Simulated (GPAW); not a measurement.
# How TiPt3 absorbs and reflects light

Aim: the dielectric function of TiPt3, and the optical constants that follow from it. The cell comes from an older database entry, whose edges can differ from later determinations, mostly by under a per cent.

Method: DFT, PBE, plane-wave PAW (GPAW data sets), scalar-relativistic, RPA, optical limit, in GPAW 26.7.0.

The database entry behind the starting cell is an old determination (1943), so it need not match the best structure at ambient conditions.

### 1. The starting structure

The structure is cubic, space group Pm-3m (No. 221). Conventional cell: a = 3.897 Å, b = 3.897 Å, c = 3.897 Å, α = 90.00°, β = 90.00°, γ = 90.00°. Nearest to Pt lie 8 Pt at 2.76 Å and 4 Ti at 2.76 Å. Ti has 12 Pt at 2.76 Å nearest. Farther neighbours are not listed.

Coordinates:

```xyz
4
Lattice="3.8970 0.0000 0.0000 0.0000 3.8970 0.0000 0.0000 0.0000 3.8970" Properties=species:S:1:pos:R:3 pbc="T T T"
Pt    1.9485    1.9485    0.0000
Pt    1.9485    0.0000    1.9485
Pt    0.0000    1.9485    1.9485
Ti    0.0000    0.0000    0.0000
```

### 2. Bands for the response

At the fixed density, many empty bands are solved on the mesh of the response, since the spectrum sums over them.

This step: DFT, PBE, plane-wave PAW (GPAW data sets), scalar-relativistic, bands at fixed density (GPAW 26.7.0).

The input, nscf.py:

```python
from ase.dft.bandgap import bandgap
from gpaw import GPAW, FermiDirac

calc = GPAW('gs.gpw').fixed_density(kpts={'size': (11, 11, 11), 'gamma': True}, nbands=80, convergence={'bands': 74},
                                    occupations=FermiDirac(0.05), txt='nscf.txt')
print('gap (eV)', bandgap(calc, output=None)[0])
print('direct gap (eV)', bandgap(calc, direct=True, output=None)[0])
print('top band over the Fermi level (eV)', min(calc.get_eigenvalues(kpt=k)[73] for k in range(len(calc.get_ibz_k_points()))) - calc.get_fermi_level())
calc.write('full.gpw', mode='all')
```

The run is started by

```bash
$ OMP_NUM_THREADS=1 python nscf.py
```

Numbers of over 12 decimals in the logs are rounded to 6 here.

Log:

```text
Diagonalizing LCAO Hamiltonian
Converting LCAO to pw mode
convergence criteria:
- Maximum integral of absolute [eigenst]ate change: 4e-08 eV^2 / valence electron
maximum number of iterations: 150

SCF iterations
|iter     |      energy | eigst |  dens |
|iter:   1||             | +3.22 |       |
|iter:   2||             | +1.87 |       |
|iter:   3||             | +0.93 |       |
|iter:   4||             | +0.06 |       |
|iter:   5||             | -0.65 |       |
|iter:   6||             | -1.29 |       |
|iter:   7||             | -1.86 |       |
|iter:   8||             | -2.42 |       |
|iter:   9||             | -2.97 |       |
|iter:  10||             | -3.52 |       |
|iter:  11||             | -4.05 |       |
|iter:  12||             | -4.58 |       |
|iter:  13||             | -5.07 |       |
|iter:  14||             | -5.49 |       |
|iter:  15||             | -5.84 |       |
|iter:  16||             | -6.20 |       |
|iter:  17||             | -6.53 |       |
|iter:  18||             | -6.84 |       |
|iter:  19||             | -7.14 |       |
|iter:  20||             | -7.36 |       |
|iter:  21||             | -7.61c|       |
SCF steps: 21
  __  _  _
 | _ |_)|_||  |
 |__||  | ||/\| - 26.7.0

Versions:
  Python: 3.12.14
  ASE:    3.29.0
  Numpy:  2.5.5
  Scipy:  1.18.1
  Libxc:  7.0.0

Input parameters:
  mode=PW(ecut=500.0),
  convergence={'bands': 74},
  gpts=array([21, 21, 21]),
  kpts=MonkhorstPack(size=(11, 11, 11), gamma=True),
  maxiter=150,
  nbands=80,
  occupations=Occupations(name='fermi-dirac', width=0.05, fixmagmom=False),
  parallel={},
  xc=XC(name='PBE')

--- standard output ---
gap (eV) 0.0
direct gap (eV) 0.0
top band over the Fermi level (eV) 36.217325
```

Elapsed: 3.6 min, on 1 thread of Arm Neoverse V2, shared host; peak memory 0.29 GiB.

### 3. Dielectric function, RPA

Local fields let the induced charge screen the field inside the cell, which as a rule lowers ε, most along directions where the density is uneven.

This step: DFT, PBE, plane-wave PAW (GPAW data sets), scalar-relativistic, RPA, optical limit (GPAW 26.7.0).

The input, df.py:

```python
from gpaw.response.df import DielectricFunction

df = DielectricFunction('full.gpw', frequencies={'type': 'nonlinear', 'domega0': 0.03, 'omega2': 8},
                        ecut=50,
                        eta=0.15,
                        nbands=74,
                        rate=0.05,
                        txt='df.txt')
for direction in ['x']:
    df.get_dielectric_function(xc='RPA', direction=direction, filename=f'df_{direction}.csv')
```

The run is started by

```bash
$ OMP_NUM_THREADS=1 python df.py
```

Log:

```text
Using integrator: PointIntegrator
NonLinearFrequencyDescriptor(from 0.000 to 98.221 eV, 539 points)
Nonperiodic BCs:  [False False False]
Using integrator: PointIntegrator
NonLinearFrequencyDescriptor(from 0.000 to 98.221 eV, 539 points)
Nonperiodic BCs:  [False False False]
Using integrator: PointIntegrator

Calculating chi0 body with:
    Ground state adapter containing:
    Number of spins: 1
    Number of kpoints: 1331
    Number of irreducible kpoints: 56
    Number of completely occupied states: 25
    Number of partially occupied states: 34

    Linear response parametrization:
    q_c: [0.0, 0.0, 0.0]
    Number of frequency points: 539
    Planewave cutoff: 50.0
    Number of bands: 74
    Number of planewaves: 57
    Broadening (eta): 0.15

Integrating chi0 body.

Symmetries of q_c:
    Direct symmetries (Uq -> q): 48
    Indirect symmetries (TUq -> q): 0
In total 48 allowed symmetries.

56 groups of equivalent kpoints. 95.792637% reduction.

Integral kind: spectral function

Calculating chi0 optical extensions with:
    Ground state adapter containing:
    Number of spins: 1
    Number of kpoints: 1331
    Number of irreducible kpoints: 56
    Number of completely occupied states: 25
    Number of partially occupied states: 34

    Linear response parametrization:
    Number of frequency points: 539
    Planewave cutoff: 50.0
    Number of bands: 74
    Number of planewaves: 57
    Broadening (eta): 0.15
Integrating chi0 head and wings.

Symmetries of q_c:
    Direct symmetries (Uq -> q): 48
    Indirect symmetries (TUq -> q): 0
In total 48 allowed symmetries.

56 groups of equivalent kpoints. 95.792637% reduction.

Integral kind: spectral function wings

Calculating drude chi0 with:
    Number of frequency points:539
    Plasma frequency decay rate: 0.05 eV

    Ground state adapter containing:
    Number of spins: 1
    Number of kpoints: 1331
    Number of irreducible kpoints: 56
    Number of completely occupied states: 25
    Number of partially occupied states: 34

Symmetries of q_c:
    Direct symmetries (Uq -> q): 48
    Indirect symmetries (TUq -> q): 0
In total 48 allowed symmetries.

56 groups of equivalent kpoints. 95.792637% reduction.

Integral kind: intraband
Plasma frequency:
[[1.9-0.j 0. +0.j 0. +0.j]
 [0. +0.j 1.9-0.j 0. +0.j]
 [0. +0.j 0. +0.j 1.9-0.j]]
```

Elapsed: 41 s, on 1 thread; peak memory 0.33 GiB.

Some rows of df_x.csv (energy; Re and Im without local fields; Re and Im with them):

```text
0.000000, 1530.898352, -0.000000, 1530.540111, -0.000000
0.460735, 27.838288, 25.496778, 27.445074, 25.469912
0.943989, 29.283588, 29.066604, 28.902377, 28.986496
1.451455, 24.594676, 25.228228, 24.140630, 25.127104
1.984998, 13.540256, 34.360817, 13.086238, 34.041250
2.546682, 2.902424, 36.386782, 2.521861, 35.862756
3.138794, -7.723619, 21.501355, -7.614740, 21.088818
3.763875, -7.904346, 13.536718, -7.832367, 13.236900
4.424758, -5.938774, 8.431943, -5.797597, 8.288327
5.124608, -3.707285, 6.510327, -3.593859, 6.446526
5.866977, -2.523566, 5.330565, -2.491040, 5.337523
6.655862, -1.414219, 4.643475, -1.377285, 4.621782
7.495775, -1.041245, 4.416216, -1.049358, 4.428145
8.391833, -0.910954, 3.971588, -0.927771, 4.036475
9.349861, -0.828483, 3.709111, -0.895562, 3.736273
10.376517, -1.202526, 2.544841, -1.339878, 2.588196
11.479449, -0.415556, 2.058737, -0.583487, 2.030676
12.667487, -0.027711, 2.112753, -0.181601, 1.996024
13.950874, -0.020938, 1.726614, -0.138074, 1.606610
```

Sum at mesh points, not converged in k. Table of Im ε, E ∥ x by photon energy; read off at these points:

```tsv
photon energy (eV)	Im ε, E ∥ x
0.500	25.6
0.750	25.6
1.000	29.2
1.250	26.8
1.500	25.9
1.750	33.5
1.876	36.1
2.000	33.8
2.250	32.9
2.500	36.3
2.750	33.0
3.000	24.2
3.250	20.4
3.500	17.0
3.750	13.4
4.000	11.5
4.250	9.38
4.500	7.93
4.750	7.20
5.000	6.69
5.250	6.18
5.500	5.42
5.750	5.61
6.000	5.07
6.250	4.56
6.500	4.55
6.750	4.51
7.000	4.40
7.250	4.28
7.500	4.43
7.750	4.15
8.000	3.84
8.250	3.99
8.500	4.03
8.750	3.51
9.000	3.23
9.250	3.60
9.500	3.53
9.750	3.07
10.000	2.88
10.250	2.86
10.500	2.33
10.750	2.21
11.000	2.05
11.250	2.02
11.500	2.01
11.750	1.89
12.000	1.91
12.250	1.75
12.500	1.82
12.750	1.97
13.000	1.70
13.250	1.62
13.500	1.68
13.750	1.70
```

Values under 1 per cm are given as 1; sum at mesh points, not converged in k. Table of absorption coefficient, E ∥ x by photon energy:

```tsv
photon energy (eV)	absorption coefficient, E ∥ x (1/cm)
0.492	1.1e5
1.010	2.6e5
1.486	3.5e5
1.985	6.9e5
2.508	1.0e6
3.018	1.3e6
3.510	1.3e6
3.980	1.3e6
4.516	1.2e6
4.981	1.2e6
5.515	1.2e6
6.021	1.2e6
6.494	1.2e6
6.985	1.2e6
7.496	1.3e6
8.026	1.3e6
8.516	1.4e6
9.023	1.3e6
9.483	1.5e6
10.026	1.5e6
10.519	1.5e6
11.029	1.4e6
11.479	1.4e6
12.023	1.3e6
12.504	1.2e6
13.000	1.3e6
13.512	1.3e6
```

Sum at mesh points, not converged in k. Table of loss function −Im 1/ε at q → 0, E ∥ x by energy loss; read off at these points:

energy loss (eV), loss function −Im 1/ε at q → 0, E ∥ x and a bar:
```
     0.50      0.017 
     1.00      0.018 
     1.50      0.020 
     2.00      0.026 
     2.50      0.027 
     3.00      0.037 #
     3.50      0.046 #
     4.00      0.062 ##
     4.50      0.086 ###
     5.00      0.111 #####
     5.50      0.146 ######
     6.00      0.161 #######
     6.50      0.200 #########
     7.00      0.214 ##########
     7.50      0.214 ##########
     8.00      0.243 ###########
     8.50      0.230 ###########
     9.00      0.289 ##############
     9.50      0.253 ############
    10.00      0.306 ##############
    10.50      0.337 ################
    11.00      0.419 ####################
    11.50      0.458 ######################
    12.00      0.498 ########################
    12.34      0.575 ############################
    12.50      0.548 ###########################
    13.00      0.569 ############################
    13.34      0.618 ##############################
    13.50      0.595 #############################
```

The reflectivity at normal incidence, E ∥ x has structure finer than the step of the table below, so its rows give means over 0.5 eV, whole bins alone (the curve runs from 0.305 to 14.0 eV). Peaks (eV: height): 2.90: 64.6, 10.38: 37.6.

Sum at mesh points, not converged in k. Table of reflectivity at normal incidence, E ∥ x by photon energy; means over each step:

photon energy (eV), reflectivity at normal incidence, E ∥ x (%) and a bar from the least value:
```
      1.0       55.4 ########################
      1.5       54.8 ########################
      2.0       57.9 ##########################
      2.5       60.9 ############################
      3.0       63.5 ##############################
      3.5       62.7 #############################
      4.0       60.9 ############################
      4.5       56.9 #########################
      5.0       51.6 ######################
      5.5       47.0 ###################
      6.0       44.1 #################
      6.5       38.7 #############
      7.0       36.1 ###########
      7.5       35.3 ###########
      8.0       34.4 ##########
      8.5       35.1 ##########
      9.0       32.6 #########
      9.5       34.9 ##########
     10.0       34.7 ##########
     10.5       35.7 ###########
     11.0       30.9 ########
     11.5       27.5 #####
     12.0       25.3 ####
     12.5       21.9 #
     13.0       23.2 ##
     13.5       19.8
```

Sum at mesh points, not converged in k. The Im ε, E ∥ x by photon energy; read off at these points:

```tsv
photon energy (eV)	without local fields	with local fields
0.50	25.6	25.6
1.00	29.3	29.2
1.50	26.0	25.9
1.88	36.3	36.1
2.00	34.1	33.8
2.50	36.8	36.3
3.00	24.7	24.2
3.50	17.3	17.0
4.00	11.8	11.5
4.50	8.07	7.93
5.00	6.76	6.69
5.50	5.44	5.42
6.00	5.07	5.07
6.50	4.58	4.55
7.00	4.39	4.40
7.50	4.41	4.43
8.00	3.83	3.84
8.50	3.97	4.03
9.00	3.20	3.23
9.50	3.50	3.53
10.00	2.83	2.88
10.50	2.30	2.33
11.00	2.04	2.05
11.50	2.04	2.01
12.00	1.96	1.91
12.50	1.93	1.82
13.00	1.82	1.70
13.50	1.79	1.68
```

From ε follow the optical constants at some laser and lamp lines:

```tsv
wavelength (nm)	n	k	R (%)	1/α
1550	6.06	2.211	55.7	56 nm
1064	5.50	2.496	54.6	34 nm
800	5.63	2.433	54.9	26 nm
633	5.04	3.432	58.2	15 nm
405	2.80	4.020	63.4	8.0 nm
365	2.47	3.825	63.0	7.6 nm
193	1.27	1.770	38.7	8.7 nm
```

A polished face would reflect 58 % of daylight and look light grey (CIE x = 0.305, y = 0.319 under D65).

### 4. Results

**Reading.** At this level (PBE, RPA) TiPt3 is a metal. The mesh is too coarse to trust the carriers' weight, the reflectivity or the colour to better than tens of per cent. A polished face would reflect 58 % of daylight and look light grey (CIE x = 0.305, y = 0.319 under D65). The carriers' damping of 0.05 eV is typed, not computed; it shapes the response at the lowest energies. Spin-orbit coupling is left out although heavy atoms are present. In this version of GPAW the matrix elements of the optical limit are incomplete, which can lower ε − 1 by up to a tenth where first-row anions or d states rule, and shift it by more in d metals. GPAW's carrier term has the form −ωp²/(ω + i·rate)², which damps like twice the rate and fails at low energy, so the curves leave the lowest energies out. The sum runs over mesh points 0.15 Å⁻¹ apart with no interpolation, so peaks are partly noise of the mesh, and the Drude plasma energy, a sum over the Fermi surface, isn't converged.

[Machine, clock and banner lines and Python warnings are left out of the logs.]

[Logs are printed without paths, hosts, clocks, repeated set-up lines and the standing remarks that a program may print on its own settings, such as how far it seeks lower states.]

[Hosts, paths, dates, database ids (printed as entryN), source tags and the programs' standing remarks are cut or masked in the printed files.]
